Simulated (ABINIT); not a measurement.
**A GW run on KCl (Sylvite) in ABINIT, with inputs changed**

A base run on KCl (Sylvite), then changed inputs.

Calculated with ABINIT 10.8.3; LDA and many-body steps on it, plane waves.

**1. The starting structure**

It takes space group Fm-3m (No. 225, cubic). The conventional cell has a = 6.293 Å, b = 6.293 Å, c = 6.293 Å, α = 90.00°, β = 90.00°, γ = 90.00°. Nearest to K lie 6 Cl at 3.15 Å. Nearest to Cl lie 6 K at 3.15 Å. Farther neighbours and most contacts between anions are not listed.

The cell and positions come from the Crystallography Open Database and are kept as given unless a step says otherwise.

**2. Screening, 4×4×4 mesh, 46 bands, screening to 108.8 eV**

This step: ABINIT 10.8.3; RPA screening on LDA, plane waves, norm-conserving pseudopotentials.

The RPA dielectric matrix is built and inverted for each q.

Contents of run.abi:

```
acell 3*1.0 Angstrom
rprim 
  -0.000000000000 3.146470000000 3.146470000000
  3.146470000000 0.000000000000 3.146470000000
  3.146470000000 3.146470000000 -0.000000000000
ntypat 2
znucl 19 17
natom 2
typat 1 2
xred 
  0.000000000000 0.000000000000 0.000000000000
  0.500000000000 0.500000000000 0.500000000000
pp_dirpath "pseudos"
pseudos "K.upf, Cl.upf"
ecut 32
ngkpt 4 4 4
nshiftk 1
shiftk 0 0 0
kptopt 1
chksymbreak 0
istwfk *1
occopt 1
irdwfk 1
optdriver 3
nband 46
ecuteps 4
inclvkb 2
awtr 1
symchi 1
indata_prefix "in"
outdata_prefix "out"
tmpdata_prefix "tmp"
```

On the command line:

```console
$ OMP_NUM_THREADS=1 mpirun -n 4 abinit run.abi > log
```

What it wrote:

```text
.Version 10.8.3 of ABINIT. v10.8.2 released Aug 2026.

 Symmetries : space group Fm -3 m (#225); Bravais cF (face-center cubic)
[... echo of the input left out ...]
== DATASET  1 ==================================================================
-   mpi_nproc: 4, omp_nthreads: 1 (-1 if OMP is not activated)

--- !DatasetInfo
iteration_state: {dtset: 1, }
dimensions: {natom: 2, nkpt: 8, mband: 46, nsppol: 1, nspinor: 1, nspden: 1, mpw: 3695, }
cutoff_energies: {ecut:  32.0, pawecutdg:  -1.0, }
electrons: {nelect:   1.60000000E+01, charge:   0.00000000E+00, occopt:   1.00000000E+00, tsmear:   1.00000000E-02, }

 SCREENING: Calculation of the susceptibility and dielectric matrices

 Based on a program developped by R.W. Godby, V. Olevano, G. Onida, and L. Reining.
 Incorporated in ABINIT by V. Olevano, G.-M. Rignanese, and M. Torrent.
.Using double precision arithmetic ; gwpc =  8

[... cell and pseudopotentials left out ...]
--------------------------------------------------------------------------------

 ==== K-mesh for the wavefunctions ====
 Number of points in the irreducible wedge :     8
[... list of points left out ...]
 Together with 48 symmetry operations and time-reversal symmetry
 yields    64 points in the full Brillouin Zone.

 ==== Q-mesh for the screening function ====
 Number of points in the irreducible wedge :     8
[... list of points left out ...]
 Together with 48 symmetry operations and time-reversal symmetry
 yields    64 points in the full Brillouin Zone.

 setmesh: FFT mesh size selected  =    30x   30x   30
          total number of points  =        27000

 vcoul_init : cutoff-mode = AUXILIARY_FUNCTION
 q-points for optical limit:   1
     1)      0.000010    0.000020    0.000030

- screening: taking advantage of time-reversal symmetry
- Maximum band index for partially occupied states nbvw = 8
- Remaining bands to be divided among processors   nbcw = 38
- Number of bands treated by each node ~9

 Number of electrons calculated from density =   16.0000; Expected =   16.0000
 average of density, n =  0.038056
 r_s =    1.8443
 omega_plasma =   18.8177 [eV]

 calculating chi0 at frequencies [eV] :
  1    0.000000E+00    0.000000E+00
  2    0.000000E+00    1.881772E+01

--------------------------------------------------------------------------------
  q-point number  1        q = ( 0.000000, 0.000000, 0.000000) [r.l.u.]
--------------------------------------------------------------------------------
[... chi0 elements left out ...]
 For q-point:  0.000010 0.000020 0.000030
  dielectric constant =   2.2814
  dielectric constant without local fields =   2.7017

  Average fulfillment of the sum rule on Im[epsilon] for q-point    1 :     51.70  [%]
[... wings left out ...]
  q-point number  2        q = ( 0.250000, 0.000000, 0.000000) [r.l.u.]
--------------------------------------------------------------------------------
[... chi0 elements left out ...]
  Average fulfillment of the sum rule on Im[epsilon] for q-point    2 :     68.21  [%]

 [... 6 further q-points ...]
```

It took 9.2 s on 4 MPI ranks of Arm Neoverse V1, shared host; peak memory 0.62 GiB; 36 s of CPU time.

This step gave:

```
ε∞ with local fields, on this mesh, along the program's q direction : 2.281
the same without local fields                                       : 2.702
plasma frequency                                                    : 18.82 eV
plane waves in the screening matrix                                 : 169
```

Local fields lower ε∞ by 16 %.

**3. Base**

The self-energy is evaluated for the states that the input lists, and the levels follow from it, in one-shot runs by the linearised quasiparticle equation.

This step: G0W0 on LDA, plane waves, norm-conserving pseudopotentials.

run.abi: that of step 2 with these lines changed.

```diff
@@ -23,8 +23,15 @@
 irdwfk 1
-optdriver 3
+optdriver 4
 nband 46
+gwcalctyp 0
+ecutsigx 32
+symsigma 1
+nkptgw 1
+kptgw 
+  0.0000000000 0.0000000000 0.0000000000
+bdgw 
+  6 12
 ecuteps 4
-inclvkb 2
-awtr 1
-symchi 1
+irdscr 1
+ppmodel 1
 indata_prefix "in"
```

What it wrote:

```text
.Version 10.8.3 of ABINIT. v10.8.2 released Aug 2026.

 Symmetries : space group Fm -3 m (#225); Bravais cF (face-center cubic)
[... echo of the input left out ...]
== DATASET  1 ==================================================================
-   mpi_nproc: 4, omp_nthreads: 1 (-1 if OMP is not activated)

--- !DatasetInfo
iteration_state: {dtset: 1, }
dimensions: {natom: 2, nkpt: 8, mband: 46, nsppol: 1, nspinor: 1, nspden: 1, mpw: 3695, }
cutoff_energies: {ecut:  32.0, pawecutdg:  -1.0, }
electrons: {nelect:   1.60000000E+01, charge:   0.00000000E+00, occopt:   1.00000000E+00, tsmear:   1.00000000E-02, }

 SIGMA: Calculation of the GW corrections

 Based on a program developped by R.W. Godby, V. Olevano, G. Onida, and L. Reining.
 Incorporated in ABINIT by V. Olevano, G.-M. Rignanese, and M. Torrent.
.Using double precision arithmetic ; gwpc =  8

[... cell and pseudopotentials left out ...]
--------------------------------------------------------------------------------

 ==== K-mesh for the wavefunctions ====
 Number of points in the irreducible wedge :     8
[... list of points left out ...]
 Together with 48 symmetry operations and time-reversal symmetry
 yields    64 points in the full Brillouin Zone.

 ==== Q-mesh for screening function ====
 Number of points in the irreducible wedge :     8
[... list of points left out ...]
 Together with 48 symmetry operations and time-reversal symmetry
 yields    64 points in the full Brillouin Zone.

 vcoul_init : cutoff-mode = AUXILIARY_FUNCTION
 q-points for optical limit:   1
     1)      0.000010    0.000020    0.000030
 setmesh: FFT mesh size selected  =    45x   45x   45
          total number of points  =        91125

 Number of electrons calculated from density =   16.0000; Expected =   16.0000
 average of density, n =  0.038056
 r_s =    1.8443
 omega_plasma =   18.8177 [eV]

 === KS Band Gaps ===
  >>>> For spin  1
   Minimum direct gap =   4.7446 [eV], located at k-point      :   0.0000  0.0000  0.0000
   Fundamental gap    =   4.7446 [eV], Top of valence bands at :   0.0000  0.0000  0.0000
                                       Bottom of conduction at :   0.0000  0.0000  0.0000
 SIGMA fundamental parameters:
 PLASMON POLE MODEL  1
 number of plane-waves for SigmaX                 3695
 number of plane-waves for SigmaC and W            169
 number of plane-waves for wavefunctions          3695
 number of bands                                    46
 number of independent spin polarizations            1
 number of spinorial components                      1
 number of k-points in IBZ                           8
 number of q-points in IBZ                           8
 number of symmetry operations                      48
 number of k-points in BZ                           64
 number of q-points in BZ                           64
 number of frequencies for dSigma/dE                 9
 frequency step for dSigma/dE [eV]                0.25
 number of omega for Sigma on real axis              0
 max omega for Sigma on real axis  [eV]           0.00
 zcut for avoiding poles [eV]                     0.10

 EPSILON^-1 parameters (SCR file):
 dimension of the eps^-1 matrix on file            169
 dimension of the eps^-1 matrix used               169
 number of plane-waves for wavefunctions          3695
 number of bands                                    46
 number of q-points in IBZ                           8
 number of frequencies                               2
 number of real frequencies                          1
 number of imag frequencies                          1

 matrix elements of self-energy operator (all in [eV])

 Perturbative Calculation

--- !SelfEnergy_ee
iteration_state: {dtset: 1, }
kpoint     : [   0.000,    0.000,    0.000, ]
spin       : 1
KS_gap     :    4.745
QP_gap     :    7.849
Delta_QP_KS:    3.105
data: !SigmaeeData |
     Band     E0 <VxcDFT>   SigX SigC(E0)      Z dSigC/dE  Sig(E)    E-E0       E
        6  -0.468 -13.998 -18.567   2.428   0.806  -0.241 -15.723  -1.725  -2.194
        7  -0.468 -13.998 -18.567   2.428   0.806  -0.241 -15.723  -1.725  -2.194
        8  -0.468 -13.998 -18.567   2.428   0.806  -0.241 -15.723  -1.725  -2.194
        9   4.276  -7.637  -3.369  -2.684   0.870  -0.149  -6.258   1.379   5.656
       10   7.608  -9.249  -3.973  -2.646   0.868  -0.152  -6.966   2.283   9.892
       11   7.608  -9.249  -3.973  -2.646   0.868  -0.152  -6.966   2.283   9.892
       12   7.608  -9.249  -3.973  -2.646   0.868  -0.152  -6.966   2.283   9.892

== END DATASET(S) ==============================================================
================================================================================

 -outvars: echo values of variables after computation  --------
           etotal      0.0000000000E+00
            nband          46
             nkpt           8
          spgroup         225
 [... the other variables as echoed above ...]

 Calculation completed.
```

Elapsed: 3.7 s, on 4 MPI ranks; peak memory 0.56 GiB; 14 s of CPU time.

Numbers from this step:

- G0W0 gap on the points computed: 7.85 eV
- starting gap on the mesh: 4.745 eV
- k of the valence top: 0, 0, 0
- k of the conduction bottom: 0, 0, 0
- Z at the valence top: 0.806
- Z at the conduction bottom: 0.87
- least direct G0W0 gap on the computed points: 7.85 eV

The gap on the mesh goes from 4.74 eV to 7.85 eV, a correction of +3.11 eV.

**4. Scissors in G**

run.abi: that of step 3 with these lines changed.

```diff
@@ -36,2 +36,3 @@
 ppmodel 1
+mbpt_sciss 0.5 eV
 indata_prefix "in"
```

What it wrote:

```text
.Version 10.8.3 of ABINIT. v10.8.2 released Aug 2026.

 Symmetries : space group Fm -3 m (#225); Bravais cF (face-center cubic)
[... echo of the input left out ...]
== DATASET  1 ==================================================================
-   mpi_nproc: 4, omp_nthreads: 1 (-1 if OMP is not activated)

--- !DatasetInfo
iteration_state: {dtset: 1, }
dimensions: {natom: 2, nkpt: 8, mband: 46, nsppol: 1, nspinor: 1, nspden: 1, mpw: 3695, }
cutoff_energies: {ecut:  32.0, pawecutdg:  -1.0, }
electrons: {nelect:   1.60000000E+01, charge:   0.00000000E+00, occopt:   1.00000000E+00, tsmear:   1.00000000E-02, }

 SIGMA: Calculation of the GW corrections

 Based on a program developped by R.W. Godby, V. Olevano, G. Onida, and L. Reining.
 Incorporated in ABINIT by V. Olevano, G.-M. Rignanese, and M. Torrent.
.Using double precision arithmetic ; gwpc =  8

[... cell and pseudopotentials left out ...]
--------------------------------------------------------------------------------

 ==== K-mesh for the wavefunctions ====
 Number of points in the irreducible wedge :     8
[... list of points left out ...]
 Together with 48 symmetry operations and time-reversal symmetry
 yields    64 points in the full Brillouin Zone.

 ==== Q-mesh for screening function ====
 Number of points in the irreducible wedge :     8
[... list of points left out ...]
 Together with 48 symmetry operations and time-reversal symmetry
 yields    64 points in the full Brillouin Zone.

 vcoul_init : cutoff-mode = AUXILIARY_FUNCTION
 q-points for optical limit:   1
     1)      0.000010    0.000020    0.000030
 setmesh: FFT mesh size selected  =    45x   45x   45
          total number of points  =        91125

 Number of electrons calculated from density =   16.0000; Expected =   16.0000
[...]
number of frequencies for dSigma/dE                 9
 frequency step for dSigma/dE [eV]                0.25
 number of omega for Sigma on real axis              0
 max omega for Sigma on real axis  [eV]           0.00
 zcut for avoiding poles [eV]                     0.10
 scissor energy [eV]                              0.50

 EPSILON^-1 parameters (SCR file):
 dimension of the eps^-1 matrix on file            169
 dimension of the eps^-1 matrix used               169
 number of plane-waves for wavefunctions          3695
 number of bands                                    46
 number of q-points in IBZ                           8
 number of frequencies                               2
 number of real frequencies                          1
 number of imag frequencies                          1

 matrix elements of self-energy operator (all in [eV])

 Perturbative Calculation

--- !SelfEnergy_ee
iteration_state: {dtset: 1, }
kpoint     : [   0.000,    0.000,    0.000, ]
spin       : 1
KS_gap     :    4.745
QP_gap     :    7.893
Delta_QP_KS:    3.149
data: !SigmaeeData |
     Band     E0 <VxcDFT>   SigX SigC(E0)      Z dSigC/dE  Sig(E)    E-E0       E
        6  -0.468 -13.998 -18.567   2.448   0.806  -0.240 -15.708  -1.710  -2.178
        7  -0.468 -13.998 -18.567   2.448   0.806  -0.240 -15.708  -1.710  -2.178
        8  -0.468 -13.998 -18.567   2.448   0.806  -0.240 -15.708  -1.710  -2.178
        9   4.276  -7.637  -3.369  -2.691   0.871  -0.148  -6.199   1.438   5.715
       10   7.608  -9.249  -3.973  -2.652   0.868  -0.152  -6.905   2.344   9.953
       11   7.608  -9.249  -3.973  -2.652   0.868  -0.152  -6.905   2.344   9.953
       12   7.608  -9.249  -3.973  -2.652   0.868  -0.152  -6.905   2.344   9.953

== END DATASET(S) ==============================================================
================================================================================

 -outvars: echo values of variables after computation  --------
           etotal      0.0000000000E+00
            nband          46
             nkpt           8
          spgroup         225
 [... the other variables as echoed above ...]

 Calculation completed.
```

Wall time 3.7 s (4 MPI ranks); peak memory 0.56 GiB; 14 s of CPU time.

This step gave:

| Item | Value |
| --- | --- |
| G0W0 gap on the points computed | 7.893 eV |
| starting gap on the mesh | 4.745 eV |
| k of the valence top | 0, 0, 0 |
| k of the conduction bottom | 0, 0, 0 |
| Z at the valence top | 0.806 |
| Z at the conduction bottom | 0.871 |
| least direct G0W0 gap on the computed points | 7.893 eV |

**5. Fewer bands in the self-energy**

run.abi: that of step 4 with these lines changed.

```diff
@@ -24,3 +24,3 @@
 optdriver 4
-nband 46
+nband 18
 gwcalctyp 0
@@ -36,3 +36,2 @@
 ppmodel 1
-mbpt_sciss 0.5 eV
 indata_prefix "in"
```

What it wrote:

```text
.Version 10.8.3 of ABINIT. v10.8.2 released Aug 2026.

 Symmetries : space group Fm -3 m (#225); Bravais cF (face-center cubic)
[... echo of the input left out ...]
== DATASET  1 ==================================================================
-   mpi_nproc: 4, omp_nthreads: 1 (-1 if OMP is not activated)

--- !DatasetInfo
iteration_state: {dtset: 1, }
dimensions: {natom: 2, nkpt: 8, mband: 18, nsppol: 1, nspinor: 1, nspden: 1, mpw: 3695, }
cutoff_energies: {ecut:  32.0, pawecutdg:  -1.0, }
electrons: {nelect:   1.60000000E+01, charge:   0.00000000E+00, occopt:   1.00000000E+00, tsmear:   1.00000000E-02, }

 SIGMA: Calculation of the GW corrections

 Based on a program developped by R.W. Godby, V. Olevano, G. Onida, and L. Reining.
 Incorporated in ABINIT by V. Olevano, G.-M. Rignanese, and M. Torrent.
.Using double precision arithmetic ; gwpc =  8

[... cell and pseudopotentials left out ...]
--------------------------------------------------------------------------------

 ==== K-mesh for the wavefunctions ====
 Number of points in the irreducible wedge :     8
[... list of points left out ...]
 Together with 48 symmetry operations and time-reversal symmetry
 yields    64 points in the full Brillouin Zone.

 ==== Q-mesh for screening function ====
 Number of points in the irreducible wedge :     8
[... list of points left out ...]
 Together with 48 symmetry operations and time-reversal symmetry
 yields    64 points in the full Brillouin Zone.

 vcoul_init : cutoff-mode = AUXILIARY_FUNCTION
 q-points for optical limit:   1
     1)      0.000010    0.000020    0.000030
 setmesh: FFT mesh size selected  =    45x   45x   45
          total number of points  =        91125

 Number of electrons calculated from density =   16.0000; Expected =   16.0000
[...]
number of q-points in BZ                           64
 number of frequencies for dSigma/dE                 9
 frequency step for dSigma/dE [eV]                0.25
 number of omega for Sigma on real axis              0
 max omega for Sigma on real axis  [eV]           0.00
 zcut for avoiding poles [eV]                     0.10

 EPSILON^-1 parameters (SCR file):
 dimension of the eps^-1 matrix on file            169
 dimension of the eps^-1 matrix used               169
 number of plane-waves for wavefunctions          3695
 number of bands                                    46
 number of q-points in IBZ                           8
 number of frequencies                               2
 number of real frequencies                          1
 number of imag frequencies                          1

 matrix elements of self-energy operator (all in [eV])

 Perturbative Calculation

--- !SelfEnergy_ee
iteration_state: {dtset: 1, }
kpoint     : [   0.000,    0.000,    0.000, ]
spin       : 1
KS_gap     :    4.745
QP_gap     :    7.484
Delta_QP_KS:    2.740
data: !SigmaeeData |
     Band     E0 <VxcDFT>   SigX SigC(E0)      Z dSigC/dE  Sig(E)    E-E0       E
        6  -0.468 -13.998 -18.567   3.470   0.820  -0.220 -14.899  -0.901  -1.369
        7  -0.468 -13.998 -18.567   3.470   0.820  -0.220 -14.899  -0.901  -1.369
        8  -0.468 -13.998 -18.567   3.470   0.820  -0.220 -14.899  -0.901  -1.369
        9   4.276  -7.637  -3.369  -2.179   0.880  -0.136  -5.798   1.839   6.116
       10   7.608  -9.249  -3.973  -1.952   0.882  -0.134  -6.317   2.932  10.540
       11   7.608  -9.249  -3.973  -1.952   0.882  -0.134  -6.317   2.932  10.540
       12   7.608  -9.249  -3.973  -1.952   0.882  -0.134  -6.317   2.932  10.540

== END DATASET(S) ==============================================================
================================================================================

 -outvars: echo values of variables after computation  --------
           etotal      0.0000000000E+00
            nband          18
             nkpt           8
          spgroup         225
 [... the other variables as echoed above ...]

 Calculation completed.
```

Run time: 3 s. Hardware: 4 MPI ranks; peak memory 0.18 GiB.

Numbers from this step:

* G0W0 gap on the points computed: 7.485 eV
* starting gap on the mesh: 4.745 eV
* k of the valence top: 0, 0, 0
* k of the conduction bottom: 0, 0, 0
* Z at the valence top: 0.82
* Z at the conduction bottom: 0.88
* least direct G0W0 gap on the computed points: 7.485 eV

**6. No symmetry in the self-energy**

run.abi: that of step 5 with these lines changed.

```diff
@@ -24,6 +24,6 @@
 optdriver 4
-nband 18
+nband 46
 gwcalctyp 0
 ecutsigx 32
-symsigma 1
+symsigma 0
 nkptgw 1
```

What it wrote:

```text
.Version 10.8.3 of ABINIT. v10.8.2 released Aug 2026.

 Symmetries : space group Fm -3 m (#225); Bravais cF (face-center cubic)
[... echo of the input left out ...]
== DATASET  1 ==================================================================
-   mpi_nproc: 4, omp_nthreads: 1 (-1 if OMP is not activated)

--- !DatasetInfo
iteration_state: {dtset: 1, }
dimensions: {natom: 2, nkpt: 8, mband: 46, nsppol: 1, nspinor: 1, nspden: 1, mpw: 3695, }
cutoff_energies: {ecut:  32.0, pawecutdg:  -1.0, }
[...]
10   7.608  -9.249  -3.973  -2.646   0.868  -0.152  -6.966   2.283   9.891
       11   7.608  -9.249  -3.973  -2.646   0.868  -0.152  -6.966   2.283   9.891
       12   7.608  -9.249  -3.973  -2.645   0.868  -0.152  -6.965   2.283   9.892

== END DATASET(S) ==============================================================
================================================================================

 -outvars: echo values of variables after computation  --------
           etotal      0.0000000000E+00
            nband          46
             nkpt           8
          spgroup         225
 [... the other variables as echoed above ...]

 Calculation completed.
```

It took 12 s on 4 MPI ranks; peak memory 0.72 GiB.

Numbers from this step:

- G0W0 gap on the points computed: 7.849 eV
- starting gap on the mesh: 4.745 eV
- k of the valence top: 0, 0, 0
- k of the conduction bottom: 0, 0, 0
- least direct G0W0 gap on the computed points: 7.849 eV

Against G0W0 in ABINIT (4×4×4 mesh, 46 bands, screening to 108.8 eV, Godby-Needs plasmon pole), the gap moves by −0.001 eV.

[end of part 1 of 2]

[Paths, hosts, dates, memory and timing lines, banners, echoed tables and standing remarks are left out of the program output.]

[Logs are printed without paths, hosts, clocks, repeated set-up lines and the standing remarks that a program may print on its own settings, such as how far it seeks lower states.]

[Runs of the session that timed out or met a known fault of the program may be left out.]

[No measured gap is set beside runs whose start may be inverted or whose files or cutoffs have a known fault.]

[Hosts, paths, dates, database ids (printed as entryN), source tags and the programs' standing remarks are cut or masked in the printed files.]

[G0W0 gaps are taken among the corrected bands and points alone; a level outside them can change the order at an edge.]

[Where Ansatz stands beside ABINIT at settings called matched, ABINIT's density can come from a denser mesh and the files from another edition; pairs whose starting gaps differed by over 0.03 eV were left out, so agreement reads better than it is.]
